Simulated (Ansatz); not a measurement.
# CrCl3 bilayer (AA) in a perpendicular field, part 2 of 3

Aim: how the CrCl3 bilayer (AA) screens a field along its normal, and what the field does to its bands. A positive field points along +c.

Ansatz 0.2.0; plane-wave DFT, PBEsol+U-D3(BJ), Ansatz PAW.

So far. Step 2 (Relaxation): The lattice constant a goes from 5.982 to 5.897 Å.

### Step 3. Single point, field 0

A sawtooth potential applies the field, turning back in the middle of the vacuum. With the dipole correction the typed value is the field outside the slab. The induced dipole is small, so the SCF threshold is tight.

The cell differs from the one that the last finished run ended in (c 48.155 → 26.341 Å).

The input, input.yaml:

```yaml
crystal:
  lattice:
    - [5.8973674199, 0.0, 0.0]
    - [-2.9486837099, 5.107270001, 0.0]
    - [0.0, 0.0, 26.3409520822]
  atoms:
    - { symbol: Cl, position: [0.6472102433, 0.0, 0.3416732991], spin: -0.05 }
    - { symbol: Cl, position: [0.0, 0.6472102433, 0.3416732991], spin: -0.05 }
    - { symbol: Cl, position: [0.3527897567, 0.3527897567, 0.3416732991], spin: -0.05 }
    - { symbol: Cr, position: [0.3333333333, 0.6666666667, 0.3925554687], spin: 2.77 }
    - { symbol: Cr, position: [0.6666666667, 0.3333333333, 0.3925554687], spin: 2.77 }
    - { symbol: Cl, position: [0.3483602044, 0.0, 0.4427773144], spin: -0.05 }
    - { symbol: Cl, position: [0.0, 0.3483602044, 0.4427773144], spin: -0.05 }
    - { symbol: Cl, position: [0.6516397956, 0.6516397956, 0.4427773144], spin: -0.05 }
    - { symbol: Cl, position: [0.6516398088, 0.0, 0.557222685], spin: 0.05 }
    - { symbol: Cl, position: [0.0, 0.6516398088, 0.557222685], spin: 0.05 }
    - { symbol: Cl, position: [0.3483601912, 0.3483601912, 0.557222685], spin: 0.05 }
    - { symbol: Cr, position: [0.3333333333, 0.6666666667, 0.6074445352], spin: -2.77 }
    - { symbol: Cr, position: [0.6666666667, 0.3333333333, 0.6074445352], spin: -2.77 }
    - { symbol: Cl, position: [0.3527897635, 0.0, 0.6583267009], spin: 0.05 }
    - { symbol: Cl, position: [0.0, 0.3527897635, 0.6583267009], spin: 0.05 }
    - { symbol: Cl, position: [0.6472102365, 0.6472102365, 0.6583267009], spin: 0.05 }
magnetization:
  spin_polarized: true
kpoints:
  mp_grid: { grid: [12, 12, 1] }
  band_path:
    path: [[0, 0, 0], [0.5, 0, 0], [0.33333333, 0.33333333, 0], [0, 0, 0]]
    npoints: 16
hamiltonian:
  xc: pbesol
  dispersion: d3bj
  hubbard: { sites: [{ species: Cr, l: d, u_eff: 3.0 }] }
scf:
  occupations: { method: fermi_dirac, width: 0.02585 }
  convergence: { dr2_threshold: 1.0e-10 }
efield:
  axis: 3
  dipole_correction: true
  ramp_position: 0.97
  ramp_width: 0.06
  amplitude: 0
output:
  dos: { projected: true, e_range: [-6, 5] }
  bader: true
  write_potential: true
  write_density: true
  volumetric_format: npy
  elf: true
```

Run with:

```console
ansatz run input.yaml --threads 4 --pin off --max-ram 12288MiB --backend cpu --events-out ev --progress --plain --runs-dir out
```

Numbers of over 12 decimals in the logs are rounded to 6 here.

Log:

```text
[...]
Crystal: 16 atoms, lattice volume = 793.375 Å³
Basis set: ecut = 420 eV, 15413 PW (Γ)
Bands: 92, of which v1, the nominal top of the filled ones, is band 70 counted from 1 (69 counted from 0)
Symmetry: 6 space group operations
k-points: 19 of 144 (time reversal used)
[...]
Starting moments: Σ|m| = 11.68 μB on 16 of 16 sites
[...]
SCF iter   1: F=—  HF=-26144.632382 eV  |F-HF|=—  |Δ(HF+E_count)|=         —  Δρ=3.53e-2 (↑3.53e-2 ↓3.53e-2)  dr2=4.30e1  dr2_m=1.29e0  M=-0.000 μB ∫|m|=12.866 μB  β_m=0.30  ethr=3.10e-3  p=-0.000 e·Å  D=-1.19e-13 V/Å  ΔV_dip=0.00 eV  dr2_dipole=1.02e-9  V_vac-E_F(+/−)=4.35/4.35 eV  ⟨swp⟩=6.8  Hψ=14448  notcnv=0  defer=139
efield: sawtooth ramp at fractional position 0.9700 (set: `efield.ramp_position`, or a place that a band, a saddle search or an elastic batch's reference lends), width 0.0600; the density the first Hamiltonian is built on has a dipole p = -0.000 e·Å; the dipole correction subtracts the counter field D = -1.19e-13 V/Å, which shifts the + side's vacuum level by +0.00 eV against the − side's; the planar-averaged density in the ramp window peaks in size at 3.2e-6 e/Å³
[...]
SCF iter   2: F=—  HF=-26138.329468 eV  |F-HF|=—  |Δ(HF+E_count)|=    6.30e0  Δρ=1.32e-2 (↑1.32e-2 ↓1.32e-2)  dr2=1.34e0  dr2_m=7.85e-1  M=0.000 μB ∫|m|=14.090 μB  β_m=1.00  ethr=3.10e-3  p=0.000 e·Å  D=2.55e-6 V/Å  ΔV_dip=-0.00 eV  dr2_dipole=2.08e-10  V_vac-E_F(+/−)=6.59/6.59 eV  ⟨swp⟩=3.9  Hψ=7800  notcnv=0  defer=480  κ⁻¹=1.0e0(r=1)
[...]
SCF iter   5: F=—  HF=-26139.560432 eV  |F-HF|=—  |Δ(HF+E_count)|=   2.51e-1  Δρ=1.26e-3 (↑1.26e-3 ↓1.26e-3)  dr2=3.11e-2  dr2_m=1.08e-3  M=0.000 μB ∫|m|=14.307 μB  β_m=0.54  ethr=5.59e-5  p=-0.000 e·Å  D=-3.81e-8 V/Å  ΔV_dip=0.00 eV  dr2_dipole=8.79e-14  V_vac-E_F(+/−)=6.20/6.20 eV  ⟨swp⟩=2.0  Hψ=4482  notcnv=0  defer=684
density mixer auto → msr1: gapped (density of states about μ 0.07 of a free-electron gas's, 94 screened modes)
SCF iter   6: F=—  HF=-26139.821902 eV  |F-HF|=—  |Δ(HF+E_count)|=   2.61e-1  Δρ=1.70e-3 (↑1.70e-3 ↓1.70e-3)  dr2=9.29e-2  dr2_m=1.01e-3  M=0.000 μB ∫|m|=14.230 μB  β_m=0.54  ethr=2.22e-5  p=0.000 e·Å  D=6.17e-8 V/Å  ΔV_dip=-0.00 eV  dr2_dipole=4.72e-13  V_vac-E_F(+/−)=6.28/6.28 eV  ⟨swp⟩=3.0  Hψ=6432  notcnv=0  defer=684
[...]
SCF iter  16: F=-26139.853862 eV  HF=-26139.853862 eV  |F-HF|=6.91e-11  |Δ(HF+E_count)|=  3.64e-11  Δρ=2.23e-8 (↑2.05e-8 ↓2.23e-8)  dr2=1.61e-11  dr2_m=5.44e-13  M=0.000 μB ∫|m|=13.908 μB  ethr=1.00e-12  p=-0.000 e·Å  D=-3.95e-8 V/Å  ΔV_dip=0.00 eV  dr2_dipole=4.75e-13  V_vac-E_F(+/−)=6.17/6.17 eV  ⟨swp⟩=17.8  Hψ=17350  notcnv=0
[...]
SCF 1 converged in 16 iterations: F = -26139.853862 eV  dr2 = 1.61e-11
[...]
NSCF: frozen V_eff on 49 k-points
efield: sawtooth ramp at fractional position 0.9700 (kept from the solve that this one continues, or follows in the run), width 0.0600; the density the first Hamiltonian is built on has a dipole p = -0.000 e·Å; the dipole correction subtracts the counter field D = -3.95e-8 V/Å, which shifts the + side's vacuum level by +0.00 eV against the − side's; the planar-averaged density in the ramp window peaks in size at 2.1e-6 e/Å³
SCF converged after 16 iterations
Magnetization: 0.0000 μB (70.0000 up, 70.0000 down)
Absolute magnetization: 13.8994 μB (∫|ρ↑−ρ↓|, with the PAW one-centre terms)
[...]
Per-site moments (μB) at R_I (Å): [(-0.052535, 0.962841), (-0.052535, 0.962841), (-0.052535, 0.962841), (2.766596, 0.962816), (2.766596, 0.962816), (-0.049515, 0.962816), (-0.049515, 0.962816), (-0.049515, 0.962816), (0.049515, 0.962816), (0.049515, 0.962816), (0.049515, 0.962816), (-2.766596, 0.962816), (-2.766596, 0.962816), (0.052535, 0.962841), (0.052535, 0.962841), (0.052535, 0.962841)]
Free energy (F): -26139.853862 eV
[...]
Internal energy: -26139.853862 eV  (E = F + TS)
E sigma→0 (E₀):  -26139.853862 eV
Fermi energy:    -1.297046 eV
Dipole field:    D = 0.000000 V/Å  (p = 0.000002 e·Å, saw-weighted, corrected)
Work function:   Φ+ = 6.1666 eV   Φ− = 6.1666 eV
Levels:          The Fermi level and band energies are counted from a zero that moves with the ramp; work functions are not
[...]
--- Band table (eV; the first three rows and the last of 38) ---
  k-point 0 ↑: bands = [... 66 lower, -2.8936, -2.8936, -2.6451, -2.6451, -0.0561, -0.0561, 0.1799, 0.1799, ... 18 higher]
  k-point 1 ↑: bands = [... 66 lower, -2.8992, -2.8953, -2.6410, -2.6240, -0.0578, -0.0525, 0.1469, 0.1766, ... 18 higher]
  k-point 2 ↑: bands = [... 66 lower, -2.9145, -2.8946, -2.6382, -2.5782, -0.0616, -0.0440, 0.0755, 0.1635, ... 18 higher]
  k-point 18 ↓: bands = [... 66 lower, -2.8001, -2.8001, -2.6212, -2.6212, -0.0567, 0.0076, 0.0076, 0.1825, ... 18 higher]
Occupation matrices written to <dir>
--- Bader charges: 16 sites ---
  site symbol  charge [e]  shift [e]    m [muB]
     0     Cl     -0.5104     0.0005    -0.0013
     1     Cl     -0.5104     0.0005    -0.0013
     2     Cl     -0.5104     0.0005    -0.0013
     3     Cr      1.5340     0.0014     2.9982
     4     Cr      1.5340     0.0014     2.9982
     5     Cl     -0.5123     0.0005     0.0020
     6     Cl     -0.5123     0.0005     0.0020
     7     Cl     -0.5123     0.0005     0.0020
     8     Cl     -0.5123     0.0005    -0.0020
     9     Cl     -0.5123     0.0005    -0.0020
    10     Cl     -0.5123     0.0005    -0.0020
    11     Cr      1.5340     0.0014    -2.9982
    12     Cr      1.5340     0.0014    -2.9982
    13     Cl     -0.5104     0.0005     0.0013
    14     Cl     -0.5104     0.0005     0.0013
    15     Cl     -0.5104     0.0005     0.0013
  estimated error of the sums over rays = 3.3e-4 e
```

The job ended after 2.7 min (4 threads of Intel Xeon Platinum 8488C (Sapphire Rapids), shared host; peak memory 5.7 GiB).

Reading the cycles: dr2 is the Hartree energy of the density residual (eV), the measure of convergence; HF is the Harris–Foulkes estimate of the energy, which meets the free energy F at convergence.

This step gave:

```
dipole along the normal           : 1.87e-6 e·Å
gap along the path                : 2.379 eV
ionisation energy, upper face     : 7.349 eV
electron affinity, upper face     : 4.970 eV
gap, the smaller of path and mesh : 2.379 eV
```

Running mean over a fixed 2.8 Å (it still follows the layers) of the planar mean; the ramp of the sawtooth is left out. Table of electron's electrostatic potential energy less the Fermi level by z:

| z (Å) | electron's electrostatic potential energy less the Fermi level (eV) |
| --- | --- |
| 3.5 | 6.17 |
| 4.0 | 6.17 |
| 4.5 | 6.17 |
| 5.0 | 6.17 |
| 5.5 | 6.16 |
| 6.0 | 6.15 |
| 6.5 | 6.06 |
| 7.0 | 5.55 |
| 7.5 | 3.83 |
| 8.0 | 1.59 |
| 8.5 | -0.215 |
| 9.0 | -1.98 |
| 9.5 | -3.59 |
| 10.0 | -4.53 |
| 10.5 | -4.67 |
| 11.0 | -4.03 |
| 11.5 | -2.63 |
| 12.0 | -0.904 |
| 12.5 | 0.583 |
| 13.0 | 1.47 |
| 13.5 | 1.29 |
| 14.0 | 0.149 |
| 14.5 | -1.45 |
| 15.0 | -3.14 |
| 15.5 | -4.32 |
| 16.0 | -4.70 |
| 16.5 | -4.32 |
| 17.0 | -3.13 |
| 17.5 | -1.41 |
| 18.0 | 0.321 |
| 18.5 | 2.27 |
| 19.0 | 4.50 |
| 19.5 | 5.81 |
| 20.0 | 6.10 |
| 20.5 | 6.16 |
| 21.0 | 6.16 |
| 21.5 | 6.17 |
| 22.0 | 6.17 |
| 22.5 | 6.17 |
| 23.0 | 6.17 |

The density of states has structure finer than the step of the table below, so its rows give means over 0.2 eV, whole bins alone (the curve runs from -6 to 3.18 eV). Peaks (eV: height): total -4.98: 55.2, -4.90: 84.5, -3.93: 51.3, -2.00: 44.1, -1.73: 47.0, 1.33: 55.6, 2.93: 47.3; up = down -4.98: 27.6, -4.90: 42.2, -3.93: 25.6, -2.00: 22.0, -1.73: 23.5, 1.33: 27.8, 2.93: 23.6.

The density of states by energy, zero at the Fermi level of the run, which the smearing sets inside the gap; means over each step; values in states/eV a cell:

| energy (eV) | total | up = down |
| --- | --- | --- |
| -5.8 | 6.93 | 3.47 |
| -5.6 | 6.61 | 3.31 |
| -5.4 | 22.5 | 11.2 |
| -5.2 | 7.26 | 3.63 |
| -5.0 | 24.2 | 12.1 |
| -4.8 | 15.0 | 7.50 |
| -4.6 | 21.7 | 10.8 |
| -4.4 | 18.0 | 8.99 |
| -4.2 | 19.3 | 9.65 |
| -4.0 | 17.8 | 8.90 |
| -3.8 | 14.1 | 7.06 |
| -3.6 | 25.1 | 12.5 |
| -3.4 | 15.5 | 7.74 |
| -3.2 | 20.6 | 10.3 |
| -3.0 | 18.3 | 9.17 |
| -2.8 | 18.9 | 9.45 |
| -2.6 | 24.6 | 12.3 |
| -2.4 | 18.7 | 9.34 |
| -2.2 | 19.7 | 9.87 |
| -2.0 | 18.5 | 9.26 |
| -1.8 | 25.5 | 12.7 |
| -1.6 | 21.4 | 10.7 |
| -1.4 | 12.5 | 6.25 |
| -1.2 | 9.53 | 4.76 |
| -1.0 | 0 | 0 |
| -0.8 | 0 | 0 |
| -0.6 | 0 | 0 |
| -0.4 | 0 | 0 |
| -0.2 | 0 | 0 |
| 0.0 | 0 | 0 |
| 0.2 | 0 | 0 |
| 0.4 | 0 | 0 |
| 0.6 | 0 | 0 |
| 0.8 | 0 | 0 |
| 1.0 | 0 | 0 |
| 1.2 | 13.7 | 6.87 |
| 1.4 | 21.7 | 10.9 |
| 1.6 | 0 | 0 |
| 1.8 | 0 | 0 |
| 2.0 | 0 | 0 |
| 2.2 | 0 | 0 |
| 2.4 | 9.01 | 4.51 |
| 2.6 | 16.6 | 8.30 |
| 2.8 | 14.0 | 7.02 |
| 3.0 | 17.5 | 8.76 |

Projected DOS per atom over height of the atomic layer and energy from the Fermi level. Layers: Cl3 Cr2 Cl3 Cl3 Cr2 Cl3 from below.

Ten even steps from '_' (0.00 states/eV) to '@' (3.80 states/eV), each cell a mean:
```
__@@____@@__
__##____##__
____________
____________
..**....**..
____________
____________
____________
____________
____________
....::::....
--::::::::--
==..----..==
--::----::--
--::----::--
::--::::--::
------------
--::----::--
--::----::--
::--::::--::
..::::::::..
__........__
```
Columns: height of the atomic layer (Å) from 9 to 17.3 (not evenly spaced); rows upwards: energy from the Fermi level (eV) from -5.96 to 3.13.

Projected DOS per atom, spin up over height of the atomic layer and energy from the Fermi level. Layers: Cl3 Cr2 Cl3 Cl3 Cr2 Cl3 from below.

Values in states/eV, 22 rows by 6 columns, each cell a mean:
```
0.00 0.00 0.00 0.21 3.80 0.22
0.00 0.00 0.00 0.10 3.00 0.11
0.00 0.00 0.00 0.00 0.03 0.00
0.01 0.04 0.01 0.00 0.00 0.00
0.66 2.64 0.65 0.00 0.01 0.00
0.00 0.00 0.00 0.00 0.00 0.00
0.00 0.00 0.00 0.00 0.00 0.00
0.00 0.00 0.00 0.00 0.00 0.00
0.00 0.00 0.00 0.00 0.00 0.00
0.00 0.00 0.00 0.00 0.00 0.00
0.38 0.55 0.72 0.08 0.01 0.03
0.95 0.86 0.68 0.39 0.03 0.38
0.69 0.54 0.55 0.87 0.08 0.97
0.61 0.71 0.65 0.78 0.12 0.79
0.52 0.76 0.50 0.75 0.14 0.76
0.44 1.01 0.43 0.63 0.25 0.63
0.49 0.82 0.50 0.69 0.45 0.69
0.46 0.77 0.48 0.67 0.26 0.69
0.39 0.61 0.40 0.86 0.21 0.87
0.70 1.04 0.66 0.44 0.13 0.40
0.39 0.87 0.44 0.36 0.16 0.30
0.34 0.57 0.37 0.02 0.00 0.00
```
Columns: height of the atomic layer (Å) from 9 to 17.3 (not evenly spaced); rows upwards: energy from the Fermi level (eV) from -5.96 to 3.13.

Projected DOS per atom, spin down over height of the atomic layer and energy from the Fermi level. Layers: Cl3 Cr2 Cl3 Cl3 Cr2 Cl3 from below.

Ten even steps from '0' (0.00 states/eV) to '9' (3.80 states/eV), each cell a mean:
```
090000
070000
000000
000000
000161
000000
000000
000000
000000
000000
000110
001122
202111
202111
201121
101121
111121
101121
202111
101121
000121
000010
```
Columns: height of the atomic layer (Å) from 9 to 17.3 (not evenly spaced); rows upwards: energy from the Fermi level (eV) from -5.96 to 3.13.

Deep bands are left out, so band numbers here count from the lowest band kept and differ from the log's. The electronic bands at the labelled points (eV, zero at the Fermi level of the run, which the smearing sets inside the gap; # counts the bands kept):

| point | up #26 | up #27 | up #28 | up #29 | down #26 | down #27 | down #28 | down #29 |
| --- | --- | --- | --- | --- | --- | --- | --- | --- |
| Γ | -1.35 | 1.24 | 1.24 | 1.48 | -1.35 | 1.24 | 1.24 | 1.48 |
| halfway | -1.24 | 1.23 | 1.26 | 1.32 | -1.24 | 1.23 | 1.26 | 1.32 |
| M | -1.18 | 1.25 | 1.27 | 1.32 | -1.18 | 1.25 | 1.27 | 1.32 |
| halfway | -1.23 | 1.24 | 1.27 | 1.32 | -1.23 | 1.24 | 1.27 | 1.32 |
| K | -1.32 | 1.24 | 1.30 | 1.30 | -1.32 | 1.24 | 1.30 | 1.30 |
| halfway | -1.24 | 1.20 | 1.29 | 1.30 | -1.24 | 1.20 | 1.29 | 1.30 |
| Γ | -1.35 | 1.24 | 1.24 | 1.48 | -1.35 | 1.24 | 1.24 | 1.48 |

Spin density in the ca plane at fractional y = 0.333, with atoms of Cl and Cr within 0.2 Å of it.

Ten even steps from '0' (-3.2 e/Å³) to '9' (3.6 e/Å³), each cell a mean:
```
44444444444444444444444444444444444444444444
44444444444444444444444444444444444444444444
44444444444444444444444554444444444444444444
44444444444444444444445665444444444444323444
44444444444444444444445897544444444444200344
44444444444444444444445897544444444444200244
44444444444444444444444566544444444444432344
44444444444444444444444455444444444444444444
44444444444444444444444444444444444444444444
44444444444444444444444444444444444444444444
44444444444444444444444444444444444444444444
44444444444444444444444444444444444444444444
44444444444444444444444444444444444444444444
44444444444444444444444444444444444444444444
44444444444444444444444444444444444444444444
44444444444444444444444444444444444444444444
```
Columns run along c (16.0 Å, from fractional 0.06 to 0.67 of the cell), rows up along a (5.9 Å). Atoms in or near the plane, at fractional coordinates: Cl at (0.34, 0.35), Cr at (0.39, 0.67), Cl at (0.44, 0.00), Cl at (0.56, 0.35), Cr at (0.61, 0.67), Cl at (0.66, 0.00).

Electrostatic potential energy in the ca plane at fractional y = 0.333, with atoms of Cl and Cr within 0.2 Å of it. With pseudopotentials it is smooth inside the atoms' cores, unlike the true potential.

Ten even steps from '0' (-46 eV) to '9' (5 eV), each cell a mean:
```
99999999999999999999999997100279999999998500
99999999999999999999999888522589999999988741
99999999999999999999998666777899999998766777
99999999999999999999985212689999999997411478
99999999999999999999973000489999999986100168
99999999999999999999972000489999999985100168
99999999999999999999984112689999999987311379
99999999999999999998887656899999999887755789
99999999999999999985237888999999997424788999
99999999999999999961004899999999984000689999
99999999999999999950003899999999983000589999
99999999999999999972015899999999985102799999
99999999999999999997668999999999998657899999
99999999999999999999999999866899999999999976
99999999999999999999999998411489999999999731
99999999999999999999999997100179999999998500
```
Columns run along c (16.0 Å, from fractional 0.06 to 0.67 of the cell; values clipped at the 3rd and 97th percentile), rows up along a (5.9 Å). Atoms in or near the plane, at fractional coordinates: Cl at (0.34, 0.35), Cr at (0.39, 0.67), Cl at (0.44, 0.00), Cl at (0.56, 0.35), Cr at (0.61, 0.67), Cl at (0.66, 0.00).

Valence density in the ca plane at fractional y = 0.333, with atoms of Cl and Cr within 0.2 Å of it. It is the smooth field of the valence electrons, not physical close to the nuclei.

Ten steps, logarithmic in the rise over the least value, from '0' (0 e/Å³) to '9' (17 e/Å³), each cell a mean:
```
00000000000000000000000013544431000000012454
00000000000000000000001113444421000000112345
00000000000000000000111232333210000011233233
00000000000000000000113675321100000012476421
00000000000000000000125898410000000013799731
00000000000000000000125998410000000013799731
00000000000000000001123676310000000112577521
00000000000000000012332332110000001233233211
00000000000000000124443211100000013444321110
00000000000000000245444210000000024445421000
00000000000000000244344210000000124434421000
00000000000000000134454210000000024444310000
00000000000000000023332111111100012343210111
00000000000000000001111111233210001121101233
00000000000000000000000012455421000000001345
00000000000000000000000013533531000000012453
```
Columns run along c (16.0 Å, from fractional 0.06 to 0.67 of the cell), rows up along a (5.9 Å). Atoms in or near the plane, at fractional coordinates: Cl at (0.34, 0.35), Cr at (0.39, 0.67), Cl at (0.44, 0.00), Cl at (0.56, 0.35), Cr at (0.61, 0.67), Cl at (0.66, 0.00).

The gap is 2.38 eV, with the valence edge 7.35 eV and the conduction edge 4.97 eV under the upper vacuum level.

### Step 4. Atoms held, field 0.03 V/Å

input.yaml: that of step 3 with these lines changed.

```diff
@@ -41,6 +41,4 @@
   ramp_width: 0.06
-  amplitude: 0
+  amplitude: 0.03
 output:
-  dos: { projected: true, e_range: [-6, 5] }
-  bader: true
   write_potential: true
@@ -48,2 +46 @@
   volumetric_format: npy
-  elf: true
```

Log:

```text
[...]
Crystal: 16 atoms, lattice volume = 793.375 Å³
Basis set: ecut = 420 eV, 15413 PW (Γ)
Bands: 92, of which v1, the nominal top of the filled ones, is band 70 counted from 1 (69 counted from 0)
Symmetry: 6 space group operations
k-points: 19 of 144 (time reversal used)
[...]
Starting moments: Σ|m| = 11.68 μB on 16 of 16 sites
[...]
k-point 1 ↑: bands = [... 66 lower, -2.9138, -2.9069, -2.6624, -2.6461, -0.0819, -0.0766, 0.1227, 0.1525, ... 18 higher]
  k-point 2 ↑: bands = [... 66 lower, -2.9303, -2.9078, -2.6582, -2.6006, -0.0857, -0.0681, 0.0513, 0.1394, ... 18 higher]
  k-point 18 ↓: bands = [... 66 lower, -2.7769, -2.7769, -2.6009, -2.6009, -0.0327, 0.0317, 0.0317, 0.2067, ... 18 higher]
Occupation matrices written to <dir>
[key lines of the parts left out:]
SCF converged after 17 iterations
Magnetization: 0.0000 μB (70.0000 up, 70.0000 down)
Free energy (F): -26139.854472 eV
Fermi energy:    -1.297693 eV
Dipole field:    D = 0.009272 V/Å  (p = 0.040653 e·Å, saw-weighted, corrected)
```

It took 2.4 min on 4 threads; peak memory 5.7 GiB; 9.4 min of CPU time.

The dipole is 0.0407 e·Å, and the gap 2.333 eV.

### Step 5. Single point, field -0.03 V/Å

input.yaml: that of step 4 with these lines changed.

```diff
@@ -41,3 +41,3 @@
   ramp_width: 0.06
-  amplitude: 0.03
+  amplitude: -0.03
 output:
```

Log:

```text
[...]
Crystal: 16 atoms, lattice volume = 793.375 Å³
Basis set: ecut = 420 eV, 15413 PW (Γ)
Bands: 92, of which v1, the nominal top of the filled ones, is band 70 counted from 1 (69 counted from 0)
Symmetry: 6 space group operations
k-points: 19 of 144 (time reversal used)
[...]
Starting moments: Σ|m| = 11.68 μB on 16 of 16 sites
[...]
k-point 1 ↑: bands = [... 66 lower, -2.8812, -2.8781, -2.6192, -2.6015, -0.0338, -0.0285, 0.1710, 0.2008, ... 18 higher]
  k-point 2 ↑: bands = [... 66 lower, -2.8959, -2.8788, -2.6177, -2.5554, -0.0376, -0.0199, 0.0996, 0.1877, ... 18 higher]
  k-point 18 ↓: bands = [... 66 lower, -2.8233, -2.8233, -2.6408, -2.6408, -0.0807, -0.0165, -0.0165, 0.1583, ... 18 higher]
Occupation matrices written to <dir>
[key lines of the parts left out:]
SCF converged after 17 iterations
Magnetization: 0.0000 μB (70.0000 up, 70.0000 down)
Free energy (F): -26139.854472 eV
Fermi energy:    -1.297693 eV
Dipole field:    D = -0.009272 V/Å  (p = -0.040653 e·Å, saw-weighted, corrected)
```

The job ended after 2.4 min (4 threads; peak memory 5.7 GiB; 9.4 min of CPU time).

The dipole is -0.0407 e·Å, and the gap 2.333 eV.

(Part 2 of 3 ends here.)

[Logs are printed without paths, hosts, clocks, repeated set-up lines and the standing remarks that a program may print on its own settings, such as how far it seeks lower states.]

[Hosts, paths, dates, database ids (printed as entryN), source tags and the programs' standing remarks are cut or masked in the printed files.]

[Maps of the electrostatic potential energy from Ansatz leave out the sawtooth potential of an applied field or a dipole correction, so their vacuum need not be flat; planar profiles and work functions include it.]
